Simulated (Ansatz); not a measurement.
# What NaGeCl3 (model cell, started as cubic perovskite with Ge in the octahedra) distorts into, part 2 of 3

Aim: this structure of NaGeCl3 (model cell, started as cubic perovskite with Ge in the octahedra) is to be tested for unstable modes, and one is followed downhill.

Ansatz 0.2.0; DFT PBEsol, scalar-relativistic, plane waves, PAW; PAW set soft_1.

So far, highest frequency on the path or at a solved wavevector (cm⁻¹): step 2 (phonons on a q mesh) 269. Also lowest frequency on the path (cm⁻¹): step 2 -89.5.

The structure was built from a prototype and need not be the compound's stable phase.

## (6) Relaxing from the distorted cell

Starting from the lowest point found, all atoms and the cell are let go, so that strain and other modes of the same symmetry can join in.

File input.yaml:

```yaml
crystal:
  lattice:
    - [5.1274103071, 0.0, 0.0]
    - [0.0, 5.1274103071, 0.0]
    - [0.0, 0.0, 5.1274103071]
  atoms:
    - { symbol: Na, position: [0.0, -0.082744318, -0.082744318] }
    - { symbol: Ge, position: [0.5, 0.5009326492, 0.5009326492] }
    - { symbol: Cl, position: [0.5, 0.5219313366, 0.0078872412] }
    - { symbol: Cl, position: [0.5, 0.0078872412, 0.5219313366] }
    - { symbol: Cl, position: [0.0, 0.5219313366, 0.5219313366] }
kpoints:
  mp_grid: { grid: [12, 12, 12] }
hamiltonian:
  xc: pbesol
  pseudopotentials: { kind: paw, azcp: { folder: soft_1 }, xc_functional: pbe }
scf:
  occupations: { method: fixed }
output:
  forces: true
  stress: true
  eigenvalues: true
relax:
  adjacent_minimum: "off"
  f_tol: 0.002
  max_steps: 120
  cell: { stress_tol: 0.03 }
```

Command:

```console
> ansatz run input.yaml --threads 8 --pin off --max-ram 16384MiB --backend cpu --events-out ev --progress --plain --runs-dir out
```

Numbers of over 12 decimals in the logs are rounded to 6 here.

Log:

```text
[...]
Crystal: 5 atoms, lattice volume = 134.801 Å³
Basis set: ecut = 420 eV, 2601 PW (Γ), exchange–correlation on 72×72×72 points (8 copies of the dense FFT grid, shifted against one another)
Bands: 27, of which v1, the nominal top of the filled ones, is band 22 counted from 1 (21 counted from 0)
Symmetry: 4 space group operations
[...]
k-points: 301 of 1728 (time reversal used)
[...]
SCF iter   1: F=—  HF=-8918.726814 eV  |F-HF|=—  |Δ(HF+E_count)|=         —  Δρ=5.07e-2  dr2=3.13e0  ethr=3.10e-3  ⟨swp⟩=5.2  Hψ=33798  notcnv=0  defer=764
[...]
SCF iter  10: F=-8917.271566 eV  HF=-8917.271566 eV  |F-HF|=1.58e-8  |Δ(HF+E_count)|=   1.33e-7  Δρ=3.33e-6  dr2=2.02e-8  ethr=2.27e-10  ⟨swp⟩=13.7  Hψ=48126  notcnv=0
SCF 1 converged in 10 iterations: F = -8917.271566 eV  dr2 = 2.02e-8
[...]
relax step   1: F+E_penalty+E_count = -8917.27156571 eV  Δ(F+E_penalty+E_count) = +0.000e0 eV  max|allowed force component| = 1.342e-1 eV/Å  Δτ_max = 0.0000 Å  P = +0.392 GPa  Ω = 134.801 Å³  (10 SCF iters, dr2 threshold 1.00e-7 eV, accepted)
Crystal: 5 atoms, lattice volume = 137.775 Å³
Basis set: ecut = 420 eV, 2697 PW (Γ), exchange–correlation on 72×72×72 points (8 copies of the dense FFT grid, shifted against one another)
[...]
iter 1 solved again at ethr=1.41e-4 eV; its pass at ethr=3.10e-3 eV (dr2=6.21e-2 eV) is discarded
[...]
SCF iter   7: F=-8917.304296 eV  HF=-8917.304295 eV  |F-HF|=4.73e-7  |Δ(HF+E_count)|=   1.59e-6  Δρ=1.13e-5  dr2=2.66e-7  ethr=1.14e-9  ⟨swp⟩=11.8  Hψ=55229  notcnv=0
SCF 2 converged in 7 iterations: F = -8917.304296 eV  dr2 = 2.66e-7
relax step   2: F+E_penalty+E_count = -8917.30429582 eV  Δ(F+E_penalty+E_count) = -3.273e-2 eV  max|allowed force component| = 1.248e-1 eV/Å  Δτ_max = 0.1082 Å  P = -0.149 GPa  Ω = 137.775 Å³  energy of the carried Pulay correction = -1.703e-4 eV  (7 SCF iters, dr2 threshold 5.00e-7 eV, accepted)
Crystal: 5 atoms, lattice volume = 138.395 Å³
Basis set: ecut = 420 eV, 2715 PW (Γ), exchange–correlation on 72×72×72 points (8 copies of the dense FFT grid, shifted against one another)
[...]
SCF iter   7: F=-8917.344721 eV  HF=-8917.344721 eV  |F-HF|=9.56e-8  |Δ(HF+E_count)|=   1.32e-6  Δρ=7.22e-6  dr2=1.07e-7  ethr=1.14e-9  ⟨swp⟩=12.9  Hψ=48385  notcnv=0
SCF 3 converged in 7 iterations: F = -8917.344721 eV  dr2 = 1.07e-7
relax step   3: F+E_penalty+E_count = -8917.34472093 eV  Δ(F+E_penalty+E_count) = -4.043e-2 eV  max|allowed force component| = 1.024e-1 eV/Å  Δτ_max = 0.1950 Å  P = +0.113 GPa  Ω = 138.395 Å³  energy of the carried Pulay correction = -2.052e-4 eV  (7 SCF iters, dr2 threshold 5.00e-7 eV, accepted)
[... from here on, the SCF cycles and remarks between the steps are left out ...]
relax step   4: F+E_penalty+E_count = -8917.36383777 eV  Δ(F+E_penalty+E_count) = -1.912e-2 eV  max|allowed force component| = 2.078e-1 eV/Å  Δτ_max = 0.1383 Å  P = -0.045 GPa  Ω = 140.272 Å³  energy of the carried Pulay correction = -3.104e-4 eV  (7 SCF iters, dr2 threshold 5.00e-7 eV, accepted)
relax step   5: F+E_penalty+E_count = -8917.37557227 eV  Δ(F+E_penalty+E_count) = -1.173e-2 eV  max|allowed force component| = 3.356e-1 eV/Å  Δτ_max = 0.1957 Å  P = +1.295 GPa  Ω = 141.997 Å³  energy of the carried Pulay correction = -4.057e-4 eV  (7 SCF iters, dr2 threshold 5.00e-7 eV, accepted)
relax step   6: F+E_penalty+E_count = -8917.41206342 eV  Δ(F+E_penalty+E_count) = -3.649e-2 eV  max|allowed force component| = 1.540e-1 eV/Å  Δτ_max = 0.1659 Å  P = -0.076 GPa  Ω = 143.118 Å³  energy of the carried Pulay correction = -4.670e-4 eV  (7 SCF iters, dr2 threshold 5.00e-7 eV, accepted)
relax step   7: F+E_penalty+E_count = -8917.44115858 eV  Δ(F+E_penalty+E_count) = -2.910e-2 eV  max|allowed force component| = 7.433e-2 eV/Å  Δτ_max = 0.0734 Å  P = -0.137 GPa  Ω = 147.727 Å³  energy of the carried Pulay correction = -7.140e-4 eV  (7 SCF iters, dr2 threshold 5.00e-7 eV, accepted)
relax step   8: F+E_penalty+E_count = -8917.44592496 eV  Δ(F+E_penalty+E_count) = -4.766e-3 eV  max|allowed force component| = 2.258e-2 eV/Å  Δτ_max = 0.0412 Å  P = -0.052 GPa  Ω = 149.832 Å³  energy of the carried Pulay correction = -8.241e-4 eV  (6 SCF iters, dr2 threshold 3.60e-7 eV, accepted)
relax step   9: F+E_penalty+E_count = -8917.44662143 eV  Δ(F+E_penalty+E_count) = -6.965e-4 eV  max|allowed force component| = 1.238e-2 eV/Å  Δτ_max = 0.0105 Å  P = +0.074 GPa  Ω = 148.998 Å³  energy of the carried Pulay correction = -7.807e-4 eV  (6 SCF iters, dr2 threshold 6.98e-8 eV, accepted)
relax step  10: F+E_penalty+E_count = -8917.44673288 eV  Δ(F+E_penalty+E_count) = -1.115e-4 eV  max|allowed force component| = 4.013e-3 eV/Å  Δτ_max = 0.0028 Å  P = +0.001 GPa  Ω = 149.230 Å³  energy of the carried Pulay correction = -7.928e-4 eV  (5 SCF iters, dr2 threshold 2.70e-8 eV, accepted)
relax step  11: F+E_penalty+E_count = -8917.44673531 eV  Δ(F+E_penalty+E_count) = -2.430e-6 eV  max|allowed force component| = 6.777e-4 eV/Å  Δτ_max = 0.0008 Å  P = -0.002 GPa  Ω = 149.305 Å³  energy of the carried Pulay correction = -7.967e-4 eV  (5 SCF iters, dr2 threshold 1.01e-9 eV, accepted)
relax step  12: F+E_penalty+E_count = -8917.45192807 eV  Δ(F+E_penalty+E_count) = -5.193e-3 eV  max|allowed force component| = 2.772e-3 eV/Å  Δτ_max = 0.0000 Å  P = +0.047 GPa  Ω = 149.305 Å³  stress off target by 1.35e-1 GPa  SCF on the basis re-selected at this cell (its energy is not comparable with the rows above)  (8 SCF iters)
relax step  13: F+E_penalty+E_count = -8917.45269319 eV  Δ(F+E_penalty+E_count) = -7.651e-4 eV  max|allowed force component| = 4.499e-3 eV/Å  Δτ_max = 0.0224 Å  P = +0.027 GPa  Ω = 150.466 Å³  energy of the carried Pulay correction = -6.652e-5 eV  (6 SCF iters, dr2 threshold 4.53e-8 eV, accepted)
relax step  14: F+E_penalty+E_count = -8917.45252566 eV  Δ(F+E_penalty+E_count) = +1.675e-4 eV  max|allowed force component| = 3.169e-2 eV/Å  Δτ_max = 0.0083 Å  P = -0.069 GPa  Ω = 151.045 Å³  energy of the carried Pulay correction = -1.011e-4 eV  (7 SCF iters, dr2 threshold 7.97e-9 eV, rejected (line search))
relax step  15: F+E_penalty+E_count = -8917.45274735 eV  Δ(F+E_penalty+E_count) = -5.417e-5 eV  max|allowed force component| = 1.717e-3 eV/Å  Δτ_max = 0.0026 Å  P = +0.004 GPa  Ω = 150.727 Å³  energy of the carried Pulay correction = -8.214e-5 eV  (9 SCF iters, accepted)
relax step  16: F+E_penalty+E_count = -8917.45275073 eV  Δ(F+E_penalty+E_count) = -3.380e-6 eV  max|allowed force component| = 1.176e-3 eV/Å  Δτ_max = 0.0026 Å  P = +0.000 GPa  Ω = 150.891 Å³  energy of the carried Pulay correction = -9.187e-5 eV  (8 SCF iters, accepted)
[...]
SCF iter   7: F=-8917.452845 eV  HF=-8917.452845 eV  |F-HF|=1.46e-11  |Δ(HF+E_count)|=  1.26e-10  Δρ=4.19e-8  dr2=3.23e-12  ethr=1.00e-12  ⟨swp⟩=6.2  Hψ=36573  notcnv=0
SCF 17 converged in 7 iterations: F = -8917.452845 eV  dr2 = 3.23e-12
relax step  17: F+E_penalty+E_count = -8917.45284492 eV  Δ(F+E_penalty+E_count) = -9.419e-5 eV  max|allowed force component| = 1.206e-3 eV/Å  Δτ_max = 0.0000 Å  P = -0.000 GPa  Ω = 150.891 Å³  stress off target by 1.60e-3 GPa  SCF on the basis re-selected at this cell (its energy is not comparable with the rows above)  (7 SCF iters)
[...]
SCF converged after 7 iterations
Free energy (F): -8917.452845 eV
[...]
Internal energy: -8917.452845 eV  (E = F + TS)
E sigma→0 (E₀):  -8917.452845 eV
Fermi energy:    2.638763 eV
[...]
--- Forces (eV/Å), atoms counted from 1 ---
  atom   1  Na     0.00000000     0.00006343     0.00006343
  atom   2  Ge     0.00000000     0.00012701     0.00012701
  atom   3  Cl    -0.00000000    -0.00118980     0.00120625
  atom   4  Cl    -0.00000000     0.00120625    -0.00118980
  atom   5  Cl    -0.00000000    -0.00020782    -0.00020782
  max |Σ_I F_I| component: 9.39e-7 eV/Å
--- Stress (GPa, compression-positive) ---
       -0.001599       0.000000      -0.000000
        0.000000       0.000664      -0.000381
       -0.000000      -0.000381       0.000664
  P = ⅓ Tr σ = -0.0001 GPa (-0.001 kbar)
--- Band table (eV; the first three rows and the last of 301) ---
  k-point 0: bands = [... 18 lower, -0.5014, -0.3635, -0.3575, 0.2191, 5.1763, 6.8891, 7.6464, 7.6625, ... 1 higher]
  k-point 1: bands = [... 18 lower, -0.4720, -0.3984, -0.3071, 0.1798, 5.2339, 6.8934, 7.5653, 7.6741, ... 1 higher]
  k-point 2: bands = [... 18 lower, -0.4519, -0.4269, -0.2207, 0.0779, 5.3989, 6.8255, 7.3566, 7.7508, ... 1 higher]
  k-point 300: bands = [... 18 lower, -0.1042, 0.0967, 0.3539, 2.6388, 4.0292, 4.2145, 4.5447, 6.4814, ... 1 higher]
--- Relaxed structure (15 steps of the walk, 14 accepted, 2 SCFs on fresh bases) ---
  F+E_penalty+E_count = -8917.45284492 eV   max|allowed force component| = 1.206e-3 eV/Å   (the final SCF, on the basis selected at the relaxed cell)
  cell:  # Å, volume = 150.8914 Å³
    - [5.151390, 0, 0]
    - [0, 5.450568, 0.645983]
    - [0, 0.645983, 5.450568]
  atoms:
    - { symbol: Na, position: [0, -0.166408, -0.166408] }
    - { symbol: Ge, position: [0.500000, 0.495714, 0.495714] }
    - { symbol: Cl, position: [0.500000, 0.569208, 0.054638] }
    - { symbol: Cl, position: [0.500000, 0.054638, 0.569208] }
    - { symbol: Cl, position: [0, 0.516786, 0.516786] }
```

Elapsed: 5.1 min, on 8 threads of Arm Neoverse V1, shared host; peak memory 1.3 GiB.

Relaxation path:

| step | energy less that of the first step (eV) | largest force component (eV/Å) | pressure (GPa) | volume (Å³) |
| --- | --- | --- | --- | --- |
| 1 | 0.0000 | 0.1342 | 0.39 | 134.80 |
| 2 | -0.0327 | 0.1248 | -0.15 | 137.78 |
| 3 | -0.0732 | 0.1024 | 0.11 | 138.39 |
| 4 | -0.0923 | 0.2078 | -0.04 | 140.27 |
| 5 | -0.1040 | 0.3356 | 1.30 | 142.00 |
| 6 | -0.1405 | 0.1540 | -0.08 | 143.12 |
| 7 | -0.1696 | 0.0743 | -0.14 | 147.73 |
| 8 | -0.1744 | 0.0226 | -0.05 | 149.83 |
| 9 | -0.1751 | 0.0124 | 0.07 | 149.00 |
| 10 | -0.1752 | 0.0040 | 0.00 | 149.23 |
| 11 | -0.1752 | 0.0007 | 0.00 | 149.31 |
| 12* | -0.1804 | 0.0028 | 0.05 | 149.31 |
| 13 | -0.1811 | 0.0045 | 0.03 | 150.47 |
| 14 | -0.1810 | 0.0317 | -0.07 | 151.05 |
| 15 | -0.1812 | 0.0017 | 0.00 | 150.73 |
| 16 | -0.1812 | 0.0012 | 0.00 | 150.89 |
| 17* | -0.1813 | 0.0012 | 0.00 | 150.89 |

Relaxation steps marked * repeat the geometry before them on a plane-wave basis chosen anew for their cell, so energy and pressure can jump there. Relaxation step 14 was tried and not accepted.

The run keeps the 4 symmetry operations that it works with, so distortions that break them were not tested.

```
     cell as run  before  after   change
           a (Å)   5.127  5.151   +0.5 %
           b (Å)   5.127  5.489   +7.0 %
           c (Å)   5.127  5.489   +7.0 %
           α (°)   90.00  76.48  -15.0 %
volume (Å³/atom)   26.96  30.18  +11.9 %
```

The atoms that moved most (Å, as changes of fractional coordinates times the final cell):

| atom | dx | dy | dz | length |
| --- | --- | --- | --- | --- |
| Na1 | 0.000 | -0.510 | -0.510 | 0.721 |
| Cl4 | 0.000 | 0.285 | 0.288 | 0.405 |
| Cl3 | 0.000 | 0.288 | 0.285 | 0.405 |
| Ge2 | 0.000 | -0.032 | -0.032 | 0.045 |
| Cl5 | 0.000 | -0.031 | -0.031 | 0.044 |

The relaxed structure:

```xyz
5
Lattice="5.1514 0.0000 0.0000 0.0000 5.4506 0.6460 0.0000 0.6460 5.4506" Properties=species:S:1:pos:R:3 pbc="T T T"
Na    0.0000   -1.0145   -1.0145
Ge    2.5757    3.0221    3.0221
Cl    2.5757    3.1378    0.6655
Cl    2.5757    0.6655    3.1378
Cl    0.0000    3.1506    3.1506
```

Numbers from this step:

* pressure: -9.03e-5 GPa
* gap on the k-mesh: 1.390 eV
* volume per atom: 30.18 Å³

The distorted start has space group Amm2; the relaxation ends in Amm2.

## (7) The new phase in its own primitive cell

The relaxed structure is symmetrised, reduced to its primitive cell and relaxed tightly, as its phonons need.

input.yaml, the sections that differ from step 6:

```yaml
crystal:
  lattice:
    - [5.1513898662, 0.0, 0.0]
    - [0.0, 3.3973550856, 4.3109124469]
    - [0.0, -3.3973550856, 4.3109124469]
  atoms:
    - { symbol: Na, position: [0.0, 0.8335923046, 0.8335923046] }
    - { symbol: Ge, position: [0.5, 0.4957141056, 0.4957141056] }
    - { symbol: Cl, position: [0.5, 0.569207864, 0.0546380263] }
    - { symbol: Cl, position: [0.5, 0.0546380263, 0.569207864] }
    - { symbol: Cl, position: [0.0, 0.5167859452, 0.5167859452] }
kpoints:
  mp_grid: { grid: [8, 8, 8] }
relax:
  adjacent_minimum: "off"
  f_tol: 0.001
  max_steps: 60
  cell: { stress_tol: 0.01 }
# hamiltonian, scf, output: as in step 6
```

Log:

```text
[...]
Crystal: 5 atoms, lattice volume = 150.891 Å³
Basis set: ecut = 420 eV, 2977 PW (Γ), exchange–correlation on 72×80×80 points (8 copies of the dense FFT grid, shifted against one another)
Bands: 27, of which v1, the nominal top of the filled ones, is band 22 counted from 1 (21 counted from 0)
Symmetry: 4 space group operations
[...]
k-points: 105 of 512 (time reversal used)
[...]
cell:  # Å, volume = 150.9184 Å³
    - [5.151692, 0.0, 0.0]
    - [0.0, 3.397601, 4.311119]
    - [0.0, -3.397601, 4.311119]
  atoms:
    - { symbol: Na, position: [0.0, 0.833546, 0.833546] }
    - { symbol: Ge, position: [0.5, 0.495771, 0.495771] }
    - { symbol: Cl, position: [0.5, 0.569130, 0.054742] }
    - { symbol: Cl, position: [0.5, 0.054742, 0.569130] }
    - { symbol: Cl, position: [0.0, 0.516750, 0.516750] }
[key lines of the parts left out:]
SCF converged after 8 iterations
Free energy (F): -8917.452365 eV
Fermi energy:    2.636649 eV
P = ⅓ Tr σ = 0.0007 GPa (0.007 kbar)
```

Wall time 22 s (8 threads); peak memory 0.8 GiB; 2.8 min of CPU time.

Little changed from the start: no atom moved by 0.005 Å and no cell edge by 0.1 %.

Numbers from this step:

* pressure: 6.64e-4 GPa
* direct gap on mesh: 1.390 eV

The largest force component left is 0.85 meV/Å and the pressure is 0.001 GPa, within the tolerances set. The cell now holds 30.18 Å³/atom.

(Continued in part 3 of 3.)

[Logs are printed without paths, hosts, clocks, repeated set-up lines and the standing remarks that a program may print on its own settings, such as how far it seeks lower states.]

[Hosts, paths, dates, database ids (printed as entryN), source tags and the programs' standing remarks are cut or masked in the printed files.]
